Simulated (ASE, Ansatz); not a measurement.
**Localised basis functions on twisted Ti2CO2 MXene bilayer, 9.43° (370 atoms)**

Wanted: errors and times of a linear-scaling basis for twisted Ti2CO2 MXene bilayer, 9.43° (370 atoms). A setting counts as converged where the r.m.s. difference of forces stays under 1 % of the r.m.s. force.

Program: Ansatz 0.2.0. Level of theory: Kohn-Sham DFT, PBE+D4, PAW (set soft_2), plane waves. Results are calculated unless marked as measured.

## 1. The starting structure

The cell holds 370 atoms: 74 C, 148 Ti and 148 O. Its edges and angles: a = 18.431 Å, b = 18.431 Å, c = 23.860 Å, α = 90.0°, β = 90.0°, γ = 120.0°. It derives from Ti2CO2 (Ti2CO2 MXene). Ti2CO2 MXene (a = 3.03 Å) under Ti2CO2 MXene (a = 3.03 Å), bilayer, commensurate cell of 37 unit cells a layer, twist 9.43 deg; facing planes 2.98 Å apart; 12 Å of vacuum; layers as built, displaced by a Gaussian of 0.01 Å. Regions: layer 1, 185 atoms (37 C, 74 Ti and 74 O); layer 2, 185 atoms (37 C, 74 Ti and 74 O). Vacuum lies along c.

Limits known from the start: Beside vacuum, support functions can miss their usual error bounds without a warning. The main run has no spin polarisation, so moments on Ti can't form in it, and no Hubbard term. Only the Γ point is sampled, in a cell whose shortest periodic width is 16 Å.

## 2. Plane-wave single point

The first run fixes the reference, at a cutoff of 420 eV.

input.yaml reads:

```yaml
crystal:
  lattice:
    - [18.4308, 0.0, 0.0]
    - [-9.2154, 15.96154, 0.0]
    - [0.0, 0.0, 23.86]
  atoms:
    - { symbol: C, position: [0.02663, 0.72936, 0.34428] }
    - { symbol: Ti, position: [0.11733, 0.8295, 0.39918] }
    - { symbol: Ti, position: [0.1263, 0.73836, 0.28976] }
    - { symbol: O, position: [0.12542, 0.73824, 0.43755] }
    - { symbol: O, position: [0.11757, 0.82841, 0.25178] }
    - { symbol: C, position: [0.10771, 0.91853, 0.345] }
    - { symbol: Ti, position: [0.1981, 0.01775, 0.39956] }
    - { symbol: Ti, position: [0.20724, 0.92912, 0.28894] }
    - { symbol: O, position: [0.20709, 0.92735, 0.43747] }
    - { symbol: O, position: [0.19884, 0.01831, 0.25132] }
    - { symbol: C, position: [0.05415, 0.45895, 0.34478] }
    - { symbol: Ti, position: [0.14559, 0.55885, 0.39924] }
    - { symbol: Ti, position: [0.15444, 0.46912, 0.2899] }
    - { symbol: O, position: [0.15372, 0.46857, 0.43679] }
    - { symbol: O, position: [0.14412, 0.55757, 0.25156] }
    - { symbol: C, position: [0.13397, 0.64851, 0.34413] }
    - { symbol: Ti, position: [0.22519, 0.74803, 0.39944] }
    - { symbol: Ti, position: [0.23413, 0.65824, 0.28962] }
    - { symbol: O, position: [0.234, 0.65791, 0.43742] }
    - { symbol: O, position: [0.22523, 0.74813, 0.25184] }
    - { symbol: C, position: [0.21537, 0.83717, 0.34519] }
    - { symbol: Ti, position: [0.30662, 0.93691, 0.3994] }
    - { symbol: Ti, position: [0.31344, 0.84563, 0.29015] }
    - { symbol: O, position: [0.31439, 0.84615, 0.43722] }
    - { symbol: O, position: [0.30568, 0.93717, 0.25154] }
    - { symbol: C, position: [0.99969, 0.99951, 0.34456] }
    - { symbol: Ti, position: [0.09042, 0.09861, 0.39878] }
    - { symbol: Ti, position: [0.09922, 0.00913, 0.28995] }
    - { symbol: O, position: [0.09998, 0.01092, 0.43769] }
    - { symbol: O, position: [0.0904, 0.09947, 0.2516] }
    - { symbol: C, position: [0.08132, 0.18884, 0.34422] }
    - { symbol: Ti, position: [0.17086, 0.28711, 0.39869] }
    [... 332 atom lines left out ...]
    - { symbol: O, position: [0.04522, 0.49593, 0.56243] }
    - { symbol: C, position: [0.9184, 0.10795, 0.65531] }
    - { symbol: Ti, position: [0.01783, 0.19814, 0.71094] }
    - { symbol: Ti, position: [0.00918, 0.10007, 0.59995] }
    - { symbol: O, position: [0.00937, 0.09915, 0.74839] }
    - { symbol: O, position: [0.01856, 0.19859, 0.56287] }
kpoints:
  mp_grid: { grid: [1, 1, 1] }
hamiltonian:
  xc: pbe
  dispersion: d4
scf:
  occupations: { method: fermi_dirac, width: 0.05 }
output:
  forces: true
  populations: true
  dos:
    method: { smearing: { sigma: 0.1 } }
    de: 0.1
    projected: { site_lists: { C: [C], O: [O], Ti: [Ti] } }
  eigenvalues: true
```

Started as:

```console
> ansatz run input.yaml --threads 32 --pin off --max-ram 143360MiB --backend cuda --events-out ev --progress --plain --runs-dir out
```

Numbers of over 12 decimals in the logs are rounded to 6 here.

Log:

```text
Engine: ansatz 0.2.0, aarch64-unknown-linux-gnu
Pseudopotentials: kind: paw
Pseudopotential: C, paw, valence charge 4, recommended cutoff 420 eV (normal), C.paw.azcp
Pseudopotential: Ti, paw, valence charge 12, recommended cutoff 420 eV (normal), Ti.paw.azcp
Pseudopotential: O, paw, valence charge 6, recommended cutoff 420 eV (normal), O.paw.azcp
[... 5 lines on functional and potentials left out ...]
device memory: the entry about to start is reckoned to put 29.3 GiB on a device that reports 182.5 GiB free
GPU FFT provider: cuFFT
GPU libraries: cuBLAS 13.8.1, cuFFT 12.4.0, cuSOLVER 12.3.2
GPU matrix products: emulated (plane waves: as basis.precision tells), large ones in fixed point in workspaces of 1.00 GiB
Crystal: 370 atoms, lattice volume = 7019.229 Å³
Basis set: ecut = 420 eV, 137173 PW (Γ), exchange–correlation on 250×250×320 points (8 copies of the dense FFT grid, shifted against one another)
Bands: 1850, of which v1, the nominal top of the filled ones, is band 1480 counted from 1 (1479 counted from 0)
Symmetry: 1 space group operations
Space group: P1 (ITA 1), of the structure as read, at distance tolerance 1.9e-4 Å
k-points: 1
[... 7 lines on functional and potentials left out ...]
Initial density: superposition of atomic densities (neutral atoms: chi_scale 0, normalization atom), corrected by the library's trained network
Initial wavefunctions: pseudopotential atomic-orbital guess
GPU buffer pool allocated for 2500000 grid points (all kernels)
GPU transforms: local potential and band sums: pruned to the plane-wave sphere, on 125×125×160
Functional: x = pbe(κ = 0.804, μ = 0.219515), c = pbe(β = 0.066725)
SCF iter   1: F=—  HF=-472959.112058 eV  |F-HF|=—  |Δ(HF+E_count)|=         —  Δρ=5.33e-3  dr2=3.13e0  ethr=1.77e-3  ⟨swp⟩=7.0  Hψ=7944  notcnv=0
preconditioner: auto → LDOS  [insulator: Δε(μ)=0.429 eV  Ē_g=8.657 eV  σ=0.050 eV  W_gap=0.97  n_scr=1558 (ndim 8)  ℏωp=18.7 eV  f_vac=0.435  D(μ)=5.25/eV (n_scr^D=2)  ε∞_Penn≈5.7  β→1.0]
SCF iter   2: F=—  HF=-472959.724579 eV  |F-HF|=—  |Δ(HF+E_count)|=   6.13e-1  Δρ=8.24e-3  dr2=6.91e0  ethr=1.06e-4  ⟨swp⟩=4.0  Hψ=3977  notcnv=0  defer=155
SCF iter   3: F=—  HF=-472958.659002 eV  |F-HF|=—  |Δ(HF+E_count)|=    1.07e0  Δρ=2.90e-3  dr2=6.53e-1  ethr=1.06e-4  ⟨swp⟩=2.0  Hψ=2650  notcnv=0  defer=155
SCF iter   4: F=—  HF=-472958.558933 eV  |F-HF|=—  |Δ(HF+E_count)|=   1.00e-1  Δρ=3.31e-4  dr2=2.03e-2  ethr=2.21e-5  ⟨swp⟩=2.0  Hψ=2612  notcnv=0  defer=155
SCF iter   5: F=—  HF=-472958.521610 eV  |F-HF|=—  |Δ(HF+E_count)|=   3.73e-2  Δρ=1.61e-4  dr2=2.51e-3  ethr=6.87e-7  ⟨swp⟩=3.0  Hψ=3226  notcnv=0  defer=155
SCF iter   6: F=—  HF=-472958.521450 eV  |F-HF|=—  |Δ(HF+E_count)|=   1.60e-4  Δρ=4.85e-5  dr2=1.90e-4  ethr=8.47e-8  ⟨swp⟩=3.0  Hψ=2611  notcnv=0  defer=155
SCF iter   7: F=—  HF=-472958.530963 eV  |F-HF|=—  |Δ(HF+E_count)|=   9.51e-3  Δρ=1.49e-5  dr2=3.94e-5  ethr=6.42e-9  ⟨swp⟩=2.0  Hψ=2773  notcnv=0  defer=143
SCF iter   8: F=—  HF=-472958.532233 eV  |F-HF|=—  |Δ(HF+E_count)|=   1.27e-3  Δρ=1.02e-5  dr2=2.58e-5  ethr=1.33e-9  ⟨swp⟩=2.0  Hψ=2597  notcnv=0  defer=143
SCF iter   9: F=—  HF=-472958.532233 eV  |F-HF|=—  |Δ(HF+E_count)|=   3.92e-7  Δρ=3.94e-6  dr2=1.25e-5  ethr=8.72e-10  ⟨swp⟩=2.0  Hψ=2444  notcnv=0  defer=143
SCF iter  10: F=—  HF=-472958.532232 eV  |F-HF|=—  |Δ(HF+E_count)|=   6.73e-7  Δρ=3.23e-6  dr2=7.12e-6  ethr=4.21e-10  ⟨swp⟩=2.0  Hψ=2437  notcnv=0  defer=143
SCF iter  11: F=—  HF=-472958.532231 eV  |F-HF|=—  |Δ(HF+E_count)|=   1.01e-6  Δρ=2.38e-6  dr2=1.31e-6  ethr=2.41e-10  ⟨swp⟩=2.0  Hψ=2216  notcnv=0  defer=143
SCF iter  12: F=—  HF=-472958.532231 eV  |F-HF|=—  |Δ(HF+E_count)|=   2.13e-7  Δρ=1.89e-6  dr2=4.11e-7  ethr=4.43e-11  ⟨swp⟩=3.0  Hψ=2459  notcnv=0  defer=143
SCF iter  13: F=-472958.532231 eV  HF=-472958.532231 eV  |F-HF|=2.68e-9  |Δ(HF+E_count)|=   1.41e-8  Δρ=4.75e-7  dr2=1.73e-8  ethr=3.38e-12  ⟨swp⟩=12.0  Hψ=8345  notcnv=0
SCF 1 converged in 13 iterations: F = -472958.532231 eV  dr2 = 1.73e-8
  greatest PAW one-centre occupation: 0.999 electrons in one spin orbital (limit 2), on the Ti atom at site 202 (counted from 0), in its partial waves of l = 0
SCF converged after 13 iterations
Free energy (F): -472958.532231 eV
Harris-Foulkes:  -472958.532231 eV  (|F-HF|=2.68e-9)
Internal energy: -472958.426744 eV  (E = F + TS)
E sigma→0 (E₀):  -472958.479488 eV
Entropy (-TS):   -0.105487 eV (-0.285 meV/atom)
Fermi energy:    4.305287 eV
--- Per-component energies (eV) ---
  E_band       = -47235.832038
  E_kinetic    = 72828.314906
  E_local      = -2046805.110742  (includes V_loc(G=0)·N_el)
  E_nonlocal   = 9654.406950
  E_hartree    = 992144.749623
  E_xc         = -29103.584752
  E_vxc        = -36659.378166  (∫ρ·V_xc dr)
  E_paw        = -185438.102446  (= ΣΔE_a)
  E_vpaw       = -30543.988361  (= ΣTr[D̂ρ^β])
  E_aug_tail   = 0.387077  (compensation charges beyond the density's cutoff)
  E_ewald      = 713829.889376
  E_disp       = -69.376737  (pairwise vdW)
  E_smearing   = -0.105487  (= −TS)
  E_closure    = -0.000000  (closes the sum)
  Σ components = -472958.532231   (vs F -472958.532231, Δ=0.00e0)
--- Forces (eV/Å), atoms counted from 1 ---
[... 370 lines of forces left out ...]
  max |Σ_I F_I| component: 4.65e-5 eV/Å
--- Band table (eV) ---
[... left out ...]
--- Löwdin populations: 370 sites ---
  site symbol       q [e]
[... 370 lines, one an atom, left out ...]
  spilling = 0.003495 (of n_electrons = 2960.000000)
```

Wall time 9 s (1 × NVIDIA GB200 with 32 threads of Arm Neoverse V2, shared host); peak memory 4.1 GiB; 46 s of CPU time.

Reading the cycles: dr2 is the Hartree energy of the density residual (eV), the measure of convergence; HF is the Harris–Foulkes estimate of the energy, which meets the free energy F at convergence.

That memory is the host's; the program planned up to 29.3 GiB on the GPU. Forces of this run were stored rounded, and per-atom blocks of the log weren't kept.

Read from the output:

```yaml
free_energy: -472958.5322 eV
free_energy_per_atom: -1278.2663 eV/atom
scf_cycles: 13
r_m_s_force_component: 0.1811 eV/Å
longest_force: 0.6348 eV/Å
fermi_energy: 4.305 eV
spacing_of_highest_filled_and_lowest_empty_level: 0.3825 eV
levels_partly_filled_by_over_2_per_cent: 4
spilling_of_the_projection: 0.003495
```

Length of the force by element:

| element | coordination | atoms | mean length of the force (eV/Å) | spread | least | most |
| --- | --- | --- | --- | --- | --- | --- |
| C | all | 74 | 0.277 | 0.121 | 0.0855 | 0.611 |
| O | all | 148 | 0.251 | 0.0939 | 0.0361 | 0.501 |
| Ti | all | 148 | 0.330 | 0.140 | 0.035 | 0.635 |

Löwdin charges by element (they lack the spilled electrons, 0.028 e an atom on average):

| element | coordination | atoms | mean charge (e) | spread | least | most |
| --- | --- | --- | --- | --- | --- | --- |
| C | all | 74 | -0.905 | 0.0021 | -0.913 | -0.901 |
| O | all | 148 | -0.607 | 0.0053 | -0.618 | -0.592 |
| Ti | all | 148 | 1.13 | 0.0039 | 1.12 | 1.14 |

By region:

| region | atoms | mean length of the force (eV/Å) |
| --- | --- | --- |
| layer 1 | 185 | 0.288 |
| layer 2 | 185 | 0.288 |

Density of states as counts of states in windows of 1 eV (from the Fermi level), total and some projections:

| from (eV) | to (eV) | total | O p | C p | C s |
| --- | --- | --- | --- | --- | --- |
| -18 | -12 | 0.0 | 0.0 | 0.0 | 0.0 |
| -12 | -11 | 24.6 | 0.6 | 0.3 | 13.9 |
| -11 | -10 | 91.0 | 1.6 | 1.4 | 56.8 |
| -10 | -9 | 32.2 | 0.2 | 0.2 | 22.1 |
| -9 | -7 | 0.0 | 0.0 | 0.0 | 0.0 |
| -7 | -6 | 54.7 | 26.4 | 8.1 | 0.6 |
| -6 | -5 | 335.9 | 206.5 | 26.3 | 1.4 |
| -5 | -4 | 494.3 | 334.3 | 36.1 | 5.4 |
| -4 | -3 | 122.2 | 43.0 | 36.0 | 0.3 |
| -3 | -2 | 161.2 | 47.9 | 65.7 | 0.4 |
| -2 | -1 | 153.4 | 37.5 | 65.6 | 0.6 |
| -1 | 0 | 10.3 | 3.4 | 5.2 | 0.0 |
| 0 | 1 | 152.4 | 22.1 | 4.9 | 1.1 |
| 1 | 2 | 353.2 | 21.7 | 11.9 | 0.3 |

Between -26 and -18 eV lie 296 more states.

The stored curve holds about 1776 of the 2960 electrons; the rest, give or take the few that broadening carries across the Fermi level, lie in deeper levels below its range.

Not all projections were asked for or kept, so they needn't add up to the total.

The levels nearest the highest filled one (over half full), pooled over k-points and spins:

| level less the highest filled one (eV) | occupation |
| --- | --- |
| -0.865 | 2 |
| -0.86 | 2 |
| -0.0134 | 1.96 |
| -0.0037 | 1.95 |
| -0.0011 | 1.95 |
| 0 | 1.95 |
| 0.383 | 0.034 |
| 0.394 | 0.027 |
| 0.411 | 0.019 |
| 0.417 | 0.017 |
| 0.423 | 0.015 |
| 0.433 | 0.013 |

Mean Löwdin charges: C -0.91, O -0.61, Ti +1.13 e (they miss 0.35 % of the electrons, so they add up to more than the cell's charge).

## 3. Local order

Bonds and neighbours are counted at the geometry of the runs.

Normalised to the volume that the atoms fill. Pair distribution functions g(r), in bins of 0.2 Å:

| r (Å) | total | O-O | O-Ti | O-C | Ti-Ti | Ti-C | C-C |
| --- | --- | --- | --- | --- | --- | --- | --- |
| 1.90 | 2.67 | 0.00 | 8.35 | 0.00 | 0.00 | 0.00 | 0.00 |
| 2.10 | 1.95 | 0.00 | 0.14 | 0.00 | 0.00 | 11.90 | 0.00 |
| 2.30 | 0.31 | 0.00 | 0.00 | 0.00 | 0.00 | 1.95 | 0.00 |
| 2.50 | 0.00 | 0.00 | 0.00 | 0.00 | 0.00 | 0.00 | 0.00 |
| 2.70 | 0.05 | 0.00 | 0.00 | 0.33 | 0.00 | 0.00 | 0.00 |
| 2.90 | 1.32 | 0.07 | 0.00 | 7.95 | 0.15 | 0.00 | 0.47 |
| 3.10 | 3.40 | 7.40 | 0.00 | 0.00 | 10.37 | 0.00 | 13.90 |
| 3.30 | 0.04 | 0.25 | 0.00 | 0.00 | 0.00 | 0.00 | 0.00 |
| 3.50 | 0.44 | 0.29 | 1.23 | 0.00 | 0.00 | 0.00 | 0.00 |
| 3.70 | 1.49 | 0.26 | 2.17 | 0.00 | 0.00 | 4.73 | 0.00 |
| 3.90 | 0.07 | 0.22 | 0.11 | 0.00 | 0.00 | 0.00 | 0.00 |
| 4.10 | 0.71 | 0.12 | 0.22 | 3.84 | 0.00 | 0.00 | 0.00 |
| 4.30 | 0.38 | 0.24 | 0.20 | 0.00 | 1.72 | 0.00 | 0.00 |
| 4.50 | 0.09 | 0.24 | 0.17 | 0.00 | 0.01 | 0.00 | 0.00 |
| 4.70 | 2.46 | 1.57 | 6.21 | 0.00 | 0.01 | 1.44 | 0.00 |
| 4.90 | 0.79 | 0.23 | 0.16 | 0.00 | 0.17 | 4.25 | 0.00 |
| 5.10 | 0.91 | 0.10 | 0.19 | 5.01 | 0.17 | 0.00 | 0.02 |
| 5.30 | 1.49 | 2.61 | 0.16 | 0.31 | 4.87 | 0.00 | 4.76 |
| 5.50 | 0.15 | 0.12 | 0.14 | 0.36 | 0.17 | 0.00 | 0.00 |
| 5.70 | 0.32 | 1.22 | 0.18 | 0.30 | 0.15 | 0.00 | 0.00 |
| 5.90 | 0.13 | 0.10 | 0.14 | 0.27 | 0.17 | 0.00 | 0.00 |
| 6.10 | 0.87 | 1.97 | 0.14 | 0.29 | 1.91 | 0.14 | 3.58 |
| 6.30 | 1.26 | 0.49 | 3.38 | 0.25 | 0.11 | 0.26 | 0.00 |
| 6.50 | 0.92 | 1.38 | 0.22 | 0.30 | 0.17 | 3.45 | 0.00 |
| 6.70 | 0.69 | 0.14 | 0.28 | 3.20 | 0.17 | 0.25 | 0.00 |
| 6.90 | 0.50 | 0.10 | 0.51 | 0.25 | 1.49 | 0.26 | 0.00 |
| 7.10 | 0.96 | 0.15 | 1.98 | 0.22 | 0.13 | 1.57 | 0.00 |
| 7.30 | 0.38 | 0.11 | 0.24 | 1.46 | 0.11 | 0.21 | 0.00 |

Bonds by pair of elements; cutoffs follow the first minimum of g(r), held within bounds set by covalent radii, and pairs that aren't listed don't count as bonded:

| pair A-B | cutoff (Å) | bonds | mean length (Å) | spread (Å) | shortest (Å) | B about A | A about B |
| --- | --- | --- | --- | --- | --- | --- | --- |
| O-Ti | 2.64 | 444 | 1.97 | 0.014 | 1.93 | 3 | 3 |
| Ti-C | 2.64 | 444 | 2.19 | 0.015 | 2.14 | 3 | 6 |

How many atoms have how many bonded neighbours:

| element | mean | 3 | 6 |
| --- | --- | --- | --- |
| C | 6 | 0 | 74 |
| O | 3 | 148 | 0 |
| Ti | 6 | 0 | 148 |

Bond angles, per cent of each kind in bins of 5°:

| angle (°) | C-Ti-O | Ti-C-Ti | O-Ti-O | C-Ti-C | Ti-O-Ti |
| --- | --- | --- | --- | --- | --- |
| 80–85 | 12.5 | 0.0 | 0.0 | 0.0 | 0.0 |
| 85–90 | 54.2 | 40.0 | 0.0 | 100.0 | 0.0 |
| 90–95 | 0.0 | 40.0 | 0.0 | 0.0 | 0.0 |
| 95–100 | 0.0 | 0.0 | 21.8 | 0.0 | 20.9 |
| 100–105 | 0.0 | 0.0 | 78.2 | 0.0 | 79.1 |
| 105–110 | 0.0 | 0.0 | 0.0 | 0.0 | 0.0 |
| 110–115 | 0.0 | 0.0 | 0.0 | 0.0 | 0.0 |
| 115–120 | 0.0 | 0.0 | 0.0 | 0.0 | 0.0 |
| 120–125 | 0.0 | 0.0 | 0.0 | 0.0 | 0.0 |
| 125–130 | 0.0 | 0.0 | 0.0 | 0.0 | 0.0 |
| 130–135 | 0.0 | 0.0 | 0.0 | 0.0 | 0.0 |
| 135–140 | 0.0 | 0.0 | 0.0 | 0.0 | 0.0 |
| 140–145 | 0.0 | 0.0 | 0.0 | 0.0 | 0.0 |
| 145–150 | 0.0 | 0.0 | 0.0 | 0.0 | 0.0 |
| 150–155 | 0.0 | 0.0 | 0.0 | 0.0 | 0.0 |
| 155–160 | 0.0 | 0.0 | 0.0 | 0.0 | 0.0 |
| 160–165 | 0.0 | 0.0 | 0.0 | 0.0 | 0.0 |
| 165–170 | 5.9 | 0.0 | 0.0 | 0.0 | 0.0 |
| 170–175 | 27.4 | 0.0 | 0.0 | 0.0 | 0.0 |
| 175–180 | 0.0 | 20.0 | 0.0 | 0.0 | 0.0 |

Bond angles (no mean is given where the spread exceeds 20°):

| angle | count | mean (°) | spread (°) |
| --- | --- | --- | --- |
| C-Ti-O | 1332 | - | - |
| Ti-C-Ti | 1110 | - | - |
| O-Ti-O | 444 | 100 | 0.6 |
| C-Ti-C | 444 | 87.8 | 0.5 |
| Ti-O-Ti | 444 | 100 | 0.6 |

Counting bonds as in the table, all C atoms have 6, all O atoms have 3 and all Ti atoms have 6 bonded neighbours.

(Continued in part 2 of 2.)

[Logs are printed without paths, hosts, clocks, repeated set-up lines and the standing remarks that a program may print on its own settings, such as how far it seeks lower states.]

[Hosts, paths, dates, database ids (printed as entryN), source tags and the programs' standing remarks are cut or masked in the printed files.]
